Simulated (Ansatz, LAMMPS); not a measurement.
# Static equation of state of glassy 55SiO2-24Al2O3-11BaO-11CaO (mol %) (124 atoms)

Density of this cell: 2.99 g/cm³. The cell holds 124 atoms: 21 Si, 18 Al, 4 Ba, 4 Ca and 77 O. Its edges and angles: a = 11.736 Å, b = 12.009 Å, c = 11.875 Å, α = 90.4°, β = 89.5°, γ = 89.1°. The starting structure: 124 atoms (21 Si, 18 Al, 4 Ba, 4 Ca, 77 O) placed at random at 2.93 g/cm³, melted at 4000 K for 10 ps at fixed volume with the Morse and Coulomb pair potential with partial charges (Pedone, Malavasi, Menziani, Cormack and Segre, J. Phys. Chem. B 110, 11780 (2006)). Quenched from 4000 K to 300 K at 60 K/ps and fixed volume, held 10 ps at zero pressure.

Calculated with Ansatz 0.2.0: Kohn-Sham DFT, PBE, PAW (set soft_2), plane waves; cutoff 420 eV, Γ point, gaussian smearing of 0.05 eV. Cell and atoms were relaxed first, to V0 = 13.494 Å³ an atom at a residual P0 = -0.019 GPa. The cell was then scaled evenly, and the atoms were relaxed at each volume.

```
volume (Å³/atom)  pressure (GPa)
          12.144               ?
          12.684           4.578
          13.089           2.148
          13.898          -2.004
          14.303          -3.657
```

**Question.** Fit the third-order Birch–Murnaghan equation to the rows given and extrapolate to the withheld row.

Worked fit:

Take the Eulerian strain f = ½[(V0/V)^(2/3) − 1] and the normalised pressure F = (P − P0) / [3f(1 + 2f)^(5/2)]. The third-order Birch–Murnaghan equation is then the line F = B0 + (3/2)B0(B′ − 4) f, so u = f and v = F.

| u = f | v = F (GPa) |
| --- | --- |
| 0.0210563 | 65.6420 |
| 0.0102568 | 66.9540 |
| -0.00975656 | 71.2408 |
| -0.0190505 | 70.1496 |

With n = 4: mean u = 6.2650e-4, mean v = 68.4966, Σ(u − ū)² = 0.0010051, Σ(u − ū)(v − v̄) = -0.13419. Slope b = -0.13419 / 0.0010051 = -133.51; intercept a = v̄ − b ū = 68.580.

So B0 = a = 68.6 GPa and B′ = 4 + 2b/(3a) = 2.70. At the withheld volume f = 0.03638, F = a + b f = 63.72 GPa, and P = P0 + 3f(1 + 2f)^(5/2) F.

Prediction at 12.144: 8.271 GPa. The run gave 7.582 GPa, so the fit is high by 0.69 GPa (9.1 % of the value).

The series isn't one smooth equation of state: even a line fitted to all rows, the withheld one included, misses F by up to 3.6 %, the count of bonds changes along the series and an atom moves over 0.5 Å in some relaxation. B0 and B′ are then only the numbers of this fit, not moduli of the material. Among the rows given, the largest miss of the fit is at 14.303, by 0.051 GPa (0.45 % of the range of the table).

Limits: Static cells at zero temperature; the cell shape is held. The program notes that the SCF threshold of these relaxations is loose for the stress. The quench rate of 60 K/ps is many orders above laboratory rates, so the cell is likely richer in defects and strain than a real sample. The network of bonds at the start is that of the classical potential that made the cell, and needn't be the one that DFT or experiment would give. Only the Γ point is sampled, in a cell whose shortest periodic width is 12 Å.

[Logs are printed without paths, hosts, clocks, repeated set-up lines and the standing remarks that a program may print on its own settings, such as how far it seeks lower states.]

[Hosts, paths, dates, database ids (printed as entryN), source tags and the programs' standing remarks are cut or masked in the printed files.]
